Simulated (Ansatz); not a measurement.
**Ir (Iridium, Fm-3m): a volume series of phonon spectra**

Which modes of Iridium drive its thermal expansion?

Method: DFT PBEsol, scalar-relativistic, plane waves, PAW; PAW set soft_1, in Ansatz 0.2.0.

Report form: the programs' logs are mostly left out.

The database entry behind the starting cell differs from later determinations by our own check (0.1 to 0.3 % short, probably kX units), so it need not match the best structure at ambient conditions.

## (1) The structure

Symmetry: Fm-3m, No. 225, cubic system. The conventional cell has a = 3.831 Å, b = 3.831 Å, c = 3.831 Å, α = 90.00°, β = 90.00°, γ = 90.00°. Nearest to Ir lie 12 Ir at 2.71 Å.

## (2) A first coarse run

A cheap single point shows whether the cell is a metal or an insulator and how far it is from rest; that sets the k-mesh and the occupations of what follows.

File input.yaml:

```yaml
crystal:
  lattice:
    - [0.0, 1.9156, 1.9156]
    - [1.9156, 0.0, 1.9156]
    - [1.9156, 1.9156, 0.0]
  atoms:
    - { symbol: Ir, position: [0.0, 0.0, 0.0] }
kpoints:
  mp_grid: { grid: [8, 8, 8] }
hamiltonian:
  xc: pbesol
  pseudopotentials: { kind: paw, azcp: { folder: soft_1 }, xc_functional: pbe }
scf:
  occupations: { method: gaussian, width: 0.1 }
  lower_state_search: "off"
output:
  forces: true
  stress: true
  eigenvalues: true
```

Run with:

```
ansatz run input.yaml --threads 8 --pin off --max-ram 16384MiB --backend cpu --events-out ev --progress --plain --runs-dir out
```

It took 0.26 s on 8 threads of Arm Neoverse V2, shared host; peak memory 0.25 GiB; 0.68 s of CPU time.

This step gave:

* pressure: 1.146 GPa
* volume per atom: 14.06 Å³/atom
* gap on the k-mesh: 0 eV

The start is under 1.1 GPa at this level and looks like a metal on this mesh.

## (3) Relaxation

Phonons are second derivatives about a minimum, so cell and atoms are relaxed first, inside the symmetry of the start.

input.yaml, the sections that differ from step 2:

```yaml
kpoints:
  mp_grid: { grid: [18, 18, 18] }
output:
  forces: true
  stress: true
  eigenvalues: true
  write_density: true
  write_potential: true
  elf: true
  volumetric_format: npy
relax:
  adjacent_minimum: "off"
  f_tol: 0.005
  max_steps: 80
  cell: { stress_tol: 0.05 }
# crystal, hamiltonian, scf: as in step 2
```

It took 1.4 s on 8 threads; peak memory 0.32 GiB.

Little changed from the start: no atom moved by 0.005 Å and no cell edge by 0.1 %.

This step gave:

```
pressure        : -9.64e-4 GPa
volume per atom : 14.05 Å³/atom
```

ELF in the ac plane of the conventional cell at fractional y = 0.000, with atoms of Ir within 0.2 Å of it. It is the smooth field of the valence electrons, not physical close to the nuclei.

Ten even steps from '0' (0.16) to '9' (0.58), each cell a mean:
```
89952100123798
99743211123589
86433322234457
33343456544433
12334799864322
01236999985211
00138986996210
01237988995210
11235899974321
22344578643332
65444333334345
98643221233479
99852110123699
69962100013898
```
Columns run along a (3.8 Å), rows up along c (3.8 Å), edges of the conventional cell, whose origin can differ from the input's. Atoms in or near the plane, at fractional coordinates: Ir at (0.00, 0.00), Ir at (0.50, 0.50).

Electrostatic potential energy in the ac plane of the conventional cell at fractional y = 0.000, with atoms of Ir within 0.2 Å of it. With pseudopotentials it is smooth inside the atoms' cores, unlike the true potential.

Ten even steps from '0' (-54 eV) to '9' (28 eV), each cell a mean:
```
00369999998520
12589999998632
45789999999865
88998866789988
99997532368999
99985200137999
99984100026999
99985200036999
99986321258999
99998654578999
67899888899886
23689999999753
01379999998520
00269999998410
```
Columns run along a (3.8 Å; values clipped at the 3rd and 97th percentile), rows up along c (3.8 Å), edges of the conventional cell, whose origin can differ from the input's. Atoms in or near the plane, at fractional coordinates: Ir at (0.00, 0.00), Ir at (0.50, 0.50).

Valence density in the ac plane of the conventional cell at fractional y = 0.000, with atoms of Ir within 0.2 Å of it. It is the smooth field of the valence electrons, not physical close to the nuclei.

Ten even steps from '0' (0.2 e/Å³) to '9' (9.7 e/Å³), each cell a mean:
```
97410000000258
64200000000135
21000000000012
00000011000000
00000244310000
00001478630000
00002699841000
00002589741000
00001356420000
00000122100000
10000000000001
43100000000024
86300000000147
98410000000269
```
Columns run along a (3.8 Å), rows up along c (3.8 Å), edges of the conventional cell, whose origin can differ from the input's. Atoms in or near the plane, at fractional coordinates: Ir at (0.00, 0.00), Ir at (0.50, 0.50).

## (4) Relaxing to small residual forces and stress

The relaxation is repeated with tighter thresholds on force and stress, since phonons are sensitive to what is left; a change of mesh or smearing in the input moves the cell too.

input.yaml, the sections that differ from step 3:

```yaml
crystal:
  lattice:
    - [0.0, 1.91503615, 1.91503615]
    - [1.91503615, 0.0, 1.91503615]
    - [1.91503615, 1.91503615, 0.0]
  atoms:
    - { symbol: Ir, position: [0.0, 0.0, 0.0] }
kpoints:
  mp_grid: { grid: [20, 20, 20] }
scf:
  occupations: { method: methfessel_paxton, width: 0.2 }
  lower_state_search: "off"
relax:
  adjacent_minimum: "off"
  f_tol: 0.001
  max_steps: 60
  cell: { stress_tol: 0.01 }
# hamiltonian, output: as in step 3
```

It took 1.8 s on 8 threads; peak memory 0.34 GiB; 10 s of CPU time.

Little changed from the start: no atom moved by 0.005 Å and no cell edge by 0.1 %.

Numbers from this step:

```
pressure        : -3.27e-4 GPa
volume per atom : 14.04 Å³/atom
```

ELF in the ac plane of the conventional cell at fractional y = 0.000, with atoms of Ir within 0.2 Å of it. It is the smooth field of the valence electrons, not physical close to the nuclei.

Ten even steps from '_' (0.16) to '@' (0.58), each cell a mean:
```
%%@@@@++::..____..::--##@@%%
@@@@##==--::......::--++%%@@
%%**==------::::::--====++##
------==--==++**++======----
..::----==##@@@@%%**==--::::
__..::--**@@@@@@@@%%++::....
____..--%%@@%%**@@@@**::..__
__..::--##@@%%%%@@@@++::..__
....::--++%%@@@@@@##==--::..
::::--====++##%%**==------::
**++======----------==--==++
@@%%**==--::::..::----==##@@
@@@@%%++::....__..::--**@@@@
**@@@@**::..______..--%%@@%%
```
Columns run along a (3.8 Å), rows up along c (3.8 Å), edges of the conventional cell, whose origin can differ from the input's. Atoms in or near the plane, at fractional coordinates: Ir at (0.00, 0.00), Ir at (0.50, 0.50).

Electrostatic potential energy in the ac plane of the conventional cell at fractional y = 0.000, with atoms of Ir within 0.2 Å of it. With pseudopotentials it is smooth inside the atoms' cores, unlike the true potential.

Ten even steps from '_' (-54 eV) to '@' (28 eV), each cell a mean:
```
____--**@@@@@@@@@@@@%%++::__
..::++%%@@@@@@@@@@@@%%**--::
==++##%%@@@@@@@@@@@@@@%%**++
%%%%@@@@%%%%****##%%@@@@%%%%
@@@@@@@@##++--::--**%%@@@@@@
@@@@@@%%++::____..--##@@@@@@
@@@@@@%%==..______::**@@@@@@
@@@@@@%%++::______--**@@@@@@
@@@@@@%%**--::..::++%%@@@@@@
@@@@@@@@%%**++==++##%%@@@@@@
**##%%@@@@%%%%%%%%@@@@%%%%**
::--**%%@@@@@@@@@@@@@@##++--
__..--##@@@@@@@@@@@@%%++::__
____::**@@@@@@@@@@@@%%==..__
```
Columns run along a (3.8 Å; values clipped at the 3rd and 97th percentile), rows up along c (3.8 Å), edges of the conventional cell, whose origin can differ from the input's. Atoms in or near the plane, at fractional coordinates: Ir at (0.00, 0.00), Ir at (0.50, 0.50).

Valence density in the ac plane of the conventional cell at fractional y = 0.000, with atoms of Ir within 0.2 Å of it. It is the smooth field of the valence electrons, not physical close to the nuclei.

Ten even steps from '_' (0.2 e/Å³) to '@' (9.7 e/Å³), each cell a mean:
```
@@##==..______________::++%%
**==::________________..--++
::..____________________..::
____________....____________
__________::====--..________
________..==##%%**--________
________::**@@@@%%==..______
________::++%%@@##==..______
________..--++**==::________
__________..::::..__________
..________________________..
==--..__________________::==
%%**--________________..==##
@@%%==..______________::**@@
```
Columns run along a (3.8 Å), rows up along c (3.8 Å), edges of the conventional cell, whose origin can differ from the input's. Atoms in or near the plane, at fractional coordinates: Ir at (0.00, 0.00), Ir at (0.50, 0.50).

The residual pressure is -3.3e-4 GPa, small enough for phonons.

## (5) Lattice dynamics at this volume, V/V0 1

The same q-mesh and k-mesh are kept at every volume, so that much of their error can cancel in the differences.

input.yaml, the sections that differ from step 4:

```yaml
crystal:
  lattice:
    - [0.0, 1.9147623234, 1.9147623234]
    - [1.9147623234, 0.0, 1.9147623234]
    - [1.9147623234, 1.9147623234, 0.0]
  atoms:
    - { symbol: Ir, position: [0.0, 0.0, 0.0] }
output:
  eigenvalues: true
phonons:
  method: dfpt
  qmesh: [4, 4, 4]
  temperatures: { t_max: 1000, t_step: 50 }
  qpath:
    path:
      - [[0.0, 0.0, 0.0], [0.5, 0.0, 0.5], [0.625, 0.25, 0.625]]
      - [[0.375, 0.375, 0.75], [0.0, 0.0, 0.0], [0.5, 0.5, 0.5], [0.5, 0.25, 0.75], [0.5, 0.0, 0.5]]
    npoints: 10
# kpoints, hamiltonian, scf: as in step 4
# relax: removed
```

Elapsed: 75 s, on 8 threads; peak memory 3.6 GiB; 8.6 min of CPU time.

Numbers from this step:

```
Γ frequencies                            : 0, 0, 0 cm⁻¹ (negative: imaginary)
lowest frequency on the path             : 0 cm⁻¹
zero-point energy                        : 0.02794 eV/cell
highest frequency                        : 203.8 cm⁻¹
Debye temperature from the second moment : 286 K
```

No LO-TO term. Phonon branches along the path, in cm⁻¹:

```tsv
point	branch 1	branch 2	branch 3
Γ	0	0	0
halfway	117	117	185
X	148	148	198
halfway	148	155	193
U	146	170	179
jump to K	146	170	179
halfway	109	119	182
Γ	0	0	0
halfway	88	88	170
L	118	118	204
halfway	139	151	190
W	166	169	169
halfway	153	157	188
X	148	148	198
```

The phonon density of states has structure finer than the step of the table below, so its rows give means over 10 cm⁻¹, whole bins alone (the curve runs from 1 to 205 cm⁻¹). Peaks (cm⁻¹: height): 147.0: 0.0530, 191.0: 0.0645.

Tetrahedra on 28 28 28, mean over bins of 2 cm⁻¹. Phonon density of states against wavenumber; means over each step:

```tsv
wavenumber (cm⁻¹)	phonon density of states (1/cm⁻¹/cell)
10	3.0e-5
20	1.6e-4
30	3.9e-4
40	7.3e-4
50	0.00118
60	0.00182
70	0.00269
80	0.00390
90	0.00565
100	0.00839
110	0.0133
120	0.0239
130	0.0304
140	0.0390
150	0.0429
160	0.0256
170	0.0115
180	0.0205
190	0.0500
200	0.0179
```

Harmonic. Thermo, by row:

```tsv
T (K)	F_vib (meV/atom)	S (J/mol-atom/K)	C_V (J/mol-atom/K)
0	27.94	0	0
50	27.63	2.491	6.97
100	24.21	10.93	17.07
150	16.47	18.7	20.93
200	5.09	24.97	22.57
250	-9.22	30.11	23.38
300	-25.97	34.41	23.84
350	-44.78	38.11	24.13
400	-65.39	41.35	24.32
450	-87.58	44.22	24.45
500	-111.2	46.8	24.54
550	-136	49.14	24.61
600	-162.1	51.29	24.66
650	-189.2	53.26	24.7
700	-217.2	55.09	24.74
750	-246.2	56.8	24.76
800	-276.1	58.4	24.78
850	-306.8	59.9	24.8
900	-338.2	61.32	24.82
950	-370.3	62.66	24.83
1000	-403.1	63.94	24.84
```

Phonopy on the run's constants, 21x21x21 mesh, Gaussian sigma 2.0 cm⁻¹. Table of modes, Ir by wavenumber; read off at these points:

```tsv
wavenumber (cm⁻¹)	modes, Ir (1/cm⁻¹/cell)
-10.0	0
0.0	5.9e-5
10.0	0
20.0	3.5e-4
30.0	2.2e-4
40.0	0.00142
50.0	0.00133
60.0	0.00102
70.0	0.00275
80.0	0.00336
90.0	0.00508
100.0	0.00797
110.0	0.0137
120.0	0.0254
130.0	0.0300
140.0	0.0387
147.5	0.0501
150.0	0.0439
160.0	0.0264
170.0	0.0108
180.0	0.0202
190.0	0.0530
192.3	0.0571
200.0	0.0177
210.0	7.3e-6
```

No mode is imaginary beyond numerical noise at the solved wavevectors.

## (6) Single point at a scaled cell, V/V0 1.015

Symmetry fixes every atom, so a single point at the scaled cell gives the energy and pressure of this member.

input.yaml, the sections that differ from step 5:

```yaml
crystal:
  lattice:
    - [0.0, 1.924288661, 1.924288661]
    - [1.924288661, 0.0, 1.924288661]
    - [1.924288661, 1.924288661, 0.0]
  atoms:
    - { symbol: Ir, position: [0.0, 0.0, 0.0] }
output:
  forces: true
  stress: true
  eigenvalues: true
  write_density: true
  write_potential: true
  elf: true
  volumetric_format: npy
# kpoints, hamiltonian, scf: as in step 5
# phonons: removed
```

Wall time 0.68 s (8 threads); peak memory 0.32 GiB; 3.5 s of CPU time.

Numbers from this step:

```yaml
pressure: -5.570 GPa
volume_per_atom: 14.25 Å³/atom
```

ELF in the ac plane of the conventional cell at fractional y = 0.000, with atoms of Ir within 0.2 Å of it. It is the smooth field of the valence electrons, not physical close to the nuclei.

Values, 14 rows by 14 columns, each cell a mean:
```
0.51 0.56 0.56 0.40 0.27 0.22 0.18 0.17 0.20 0.24 0.32 0.48 0.57 0.53
0.58 0.55 0.46 0.33 0.29 0.26 0.22 0.21 0.24 0.28 0.30 0.39 0.50 0.57
0.51 0.44 0.35 0.32 0.33 0.29 0.27 0.27 0.28 0.30 0.33 0.33 0.39 0.48
0.32 0.30 0.31 0.34 0.32 0.33 0.40 0.43 0.38 0.33 0.33 0.33 0.30 0.32
0.23 0.25 0.29 0.31 0.35 0.46 0.56 0.58 0.52 0.42 0.33 0.30 0.28 0.24
0.19 0.21 0.25 0.30 0.44 0.55 0.56 0.54 0.56 0.52 0.38 0.28 0.24 0.20
0.16 0.19 0.23 0.32 0.51 0.58 0.51 0.44 0.54 0.58 0.43 0.27 0.21 0.17
0.17 0.20 0.24 0.32 0.48 0.57 0.53 0.51 0.56 0.56 0.40 0.27 0.22 0.18
0.21 0.24 0.28 0.30 0.39 0.50 0.57 0.58 0.55 0.46 0.33 0.29 0.26 0.22
0.27 0.28 0.30 0.33 0.33 0.39 0.48 0.51 0.44 0.35 0.32 0.33 0.29 0.27
0.43 0.38 0.33 0.33 0.33 0.30 0.32 0.32 0.30 0.31 0.34 0.32 0.33 0.40
0.58 0.52 0.42 0.33 0.30 0.28 0.24 0.23 0.25 0.29 0.31 0.35 0.46 0.56
0.54 0.56 0.52 0.38 0.28 0.24 0.20 0.19 0.21 0.25 0.30 0.44 0.55 0.56
0.44 0.54 0.58 0.43 0.27 0.21 0.17 0.16 0.19 0.23 0.32 0.51 0.58 0.51
```
Columns run along a (3.8 Å), rows up along c (3.8 Å), edges of the conventional cell, whose origin can differ from the input's. Atoms in or near the plane, at fractional coordinates: Ir at (0.00, 0.00), Ir at (0.50, 0.50).

Valence density in the ac plane of the conventional cell at fractional y = 0.000, with atoms of Ir within 0.2 Å of it. It is the smooth field of the valence electrons, not physical close to the nuclei.

Values in e/Å³, 14 rows by 14 columns, each cell a mean:
```
9.1 7.5 4.2 1.3 0.5 0.3 0.2 0.2 0.2 0.3 0.7 2.3 5.6 8.4
6.3 4.8 2.4 0.8 0.4 0.3 0.3 0.3 0.3 0.3 0.5 1.3 3.3 5.6
2.6 1.9 1.0 0.6 0.4 0.4 0.5 0.5 0.4 0.4 0.5 0.7 1.3 2.3
0.7 0.6 0.5 0.4 0.6 0.8 1.3 1.5 1.1 0.7 0.5 0.5 0.5 0.7
0.3 0.3 0.3 0.5 1.0 2.4 4.2 4.8 3.5 1.7 0.7 0.4 0.3 0.3
0.2 0.2 0.3 0.6 1.9 4.8 7.5 8.2 6.5 3.5 1.1 0.4 0.3 0.2
0.2 0.2 0.3 0.7 2.6 6.3 9.1 9.7 8.2 4.8 1.5 0.5 0.3 0.2
0.2 0.2 0.3 0.7 2.3 5.6 8.4 9.1 7.5 4.2 1.3 0.5 0.3 0.2
0.3 0.3 0.3 0.5 1.3 3.3 5.6 6.3 4.8 2.4 0.8 0.4 0.3 0.3
0.5 0.4 0.4 0.5 0.7 1.3 2.3 2.6 1.9 1.0 0.6 0.4 0.4 0.5
1.5 1.1 0.7 0.5 0.5 0.5 0.7 0.7 0.6 0.5 0.4 0.6 0.8 1.3
4.8 3.5 1.7 0.7 0.4 0.3 0.3 0.3 0.3 0.3 0.5 1.0 2.4 4.2
8.2 6.5 3.5 1.1 0.4 0.3 0.2 0.2 0.2 0.3 0.6 1.9 4.8 7.5
9.7 8.2 4.8 1.5 0.5 0.3 0.2 0.2 0.2 0.3 0.7 2.6 6.3 9.1
```
Columns run along a (3.8 Å), rows up along c (3.8 Å), edges of the conventional cell, whose origin can differ from the input's. Atoms in or near the plane, at fractional coordinates: Ir at (0.00, 0.00), Ir at (0.50, 0.50).

Electrostatic potential energy in the ac plane of the conventional cell at fractional y = 0.000, with atoms of Ir within 0.2 Å of it. With pseudopotentials it is smooth inside the atoms' cores, unlike the true potential.

Values in eV, 14 rows by 14 columns, each cell a mean:
```
-53 -46 -28   3  21  26  28  28  27  25  16 -10 -37 -51
-40 -32 -12  12  23  25  26  26  26  25  20   2 -21 -37
-14  -6   8  20  23  23  21  21  22  23  22  16   2 -10
 15  18  21  22  20  12   3   0   6  16  21  22  20  16
 25  25  24  21   8 -12 -28 -31 -23  -4  16  23  25  25
 27  27  25  18  -6 -32 -46 -49 -42 -23   6  22  26  27
 28  27  25  15 -14 -40 -53 -54 -49 -31   0  21  26  28
 28  27  25  16 -10 -37 -51 -53 -46 -28   3  21  26  28
 26  26  25  20   2 -21 -37 -40 -32 -12  12  23  25  26
 21  22  23  22  16   2 -10 -14  -6   8  20  23  23  21
  0   6  16  21  22  20  16  15  18  21  22  20  12   3
-31 -23  -4  16  23  25  25  25  25  24  21   8 -12 -28
-49 -42 -23   6  22  26  27  27  27  25  18  -6 -32 -46
-54 -49 -31   0  21  26  28  28  27  25  15 -14 -40 -53
```
Columns run along a (3.8 Å; values clipped at the 3rd and 97th percentile), rows up along c (3.8 Å), edges of the conventional cell, whose origin can differ from the input's. Atoms in or near the plane, at fractional coordinates: Ir at (0.00, 0.00), Ir at (0.50, 0.50).

## (7) Phonons, V/V0 1.015

Phonons at this volume give one point of F(V, T); meshes stay fixed along the series.

input.yaml, the sections that differ from step 6:

```yaml
output:
  eigenvalues: true
phonons:
  method: dfpt
  qmesh: [4, 4, 4]
  temperatures: { t_max: 1000, t_step: 50 }
  qpath:
    path:
      - [[0.0, 0.0, 0.0], [0.5, 0.0, 0.5], [0.625, 0.25, 0.625]]
      - [[0.375, 0.375, 0.75], [0.0, 0.0, 0.0], [0.5, 0.5, 0.5], [0.5, 0.25, 0.75], [0.5, 0.0, 0.5]]
    npoints: 10
# crystal, kpoints, hamiltonian, scf: as in step 6
```

The job ended after 74 s (8 threads; peak memory 3.6 GiB; 8.6 min of CPU time).

No mode is imaginary beyond numerical noise at the solved wavevectors.

## (8) A cell at another volume, V/V0 0.985

input.yaml, the sections that differ from step 7:

```yaml
crystal:
  lattice:
    - [0.0, 1.9051402398, 1.9051402398]
    - [1.9051402398, 0.0, 1.9051402398]
    - [1.9051402398, 1.9051402398, 0.0]
  atoms:
    - { symbol: Ir, position: [0.0, 0.0, 0.0] }
output:
  forces: true
  stress: true
  eigenvalues: true
# kpoints, hamiltonian, scf: as in step 7
# phonons: removed
```

The job ended after 0.53 s (8 threads; peak memory 0.31 GiB; 2.5 s of CPU time).

The run ends at a pressure of 6.10 GPa.

## (9) Lattice dynamics at this volume, V/V0 0.985

input.yaml, the sections that differ from step 8:

```yaml
output:
  eigenvalues: true
phonons:
  method: dfpt
  qmesh: [4, 4, 4]
  temperatures: { t_max: 1000, t_step: 50 }
  qpath:
    path:
      - [[0.0, 0.0, 0.0], [0.5, 0.0, 0.5], [0.625, 0.25, 0.625]]
      - [[0.375, 0.375, 0.75], [0.0, 0.0, 0.0], [0.5, 0.5, 0.5], [0.5, 0.25, 0.75], [0.5, 0.0, 0.5]]
    npoints: 10
# crystal, kpoints, hamiltonian, scf: as in step 8
```

It took 70 s on 8 threads; peak memory 3.6 GiB.

No mode is imaginary beyond numerical noise at the solved wavevectors.

## (10) Single point at a scaled cell, V/V0 1.03

input.yaml, the sections that differ from step 9:

```yaml
crystal:
  lattice:
    - [0.0, 1.9337215993, 1.9337215993]
    - [1.9337215993, 0.0, 1.9337215993]
    - [1.9337215993, 1.9337215993, 0.0]
  atoms:
    - { symbol: Ir, position: [0.0, 0.0, 0.0] }
output:
  forces: true
  stress: true
  eigenvalues: true
# kpoints, hamiltonian, scf: as in step 9
# phonons: removed
```

The job ended after 0.54 s (8 threads; peak memory 0.31 GiB; 2.6 s of CPU time).

The run ends at a pressure of -10.65 GPa.

## (11) Phonons, V/V0 1.03

input.yaml, the sections that differ from step 10:

```yaml
output:
  eigenvalues: true
phonons:
  method: dfpt
  qmesh: [4, 4, 4]
  temperatures: { t_max: 1000, t_step: 50 }
  qpath:
    path:
      - [[0.0, 0.0, 0.0], [0.5, 0.0, 0.5], [0.625, 0.25, 0.625]]
      - [[0.375, 0.375, 0.75], [0.0, 0.0, 0.0], [0.5, 0.5, 0.5], [0.5, 0.25, 0.75], [0.5, 0.0, 0.5]]
    npoints: 10
# crystal, kpoints, hamiltonian, scf: as in step 10
```

The job ended after 74 s (8 threads; peak memory 3.7 GiB).

No mode is imaginary beyond numerical noise at the solved wavevectors.

## (12) Single point at a scaled cell, V/V0 0.97

input.yaml, the sections that differ from step 11:

```yaml
crystal:
  lattice:
    - [0.0, 1.8954199674, 1.8954199674]
    - [1.8954199674, 0.0, 1.8954199674]
    - [1.8954199674, 1.8954199674, 0.0]
  atoms:
    - { symbol: Ir, position: [0.0, 0.0, 0.0] }
output:
  forces: true
  stress: true
  eigenvalues: true
# kpoints, hamiltonian, scf: as in step 11
# phonons: removed
```

It took 0.53 s on 8 threads; peak memory 0.31 GiB; 2.5 s of CPU time.

The run ends at a pressure of 12.77 GPa.

(Part 1 of 2 ends here.)

[Logs are printed without paths, hosts, clocks, repeated set-up lines and the standing remarks that a program may print on its own settings, such as how far it seeks lower states.]

[Hosts, paths, dates, database ids (printed as entryN), source tags and the programs' standing remarks are cut or masked in the printed files.]

[A step with changed settings may run another functional than the one named; its input shows which.]

[Of the runs on displaced cells, only some may be shown.]
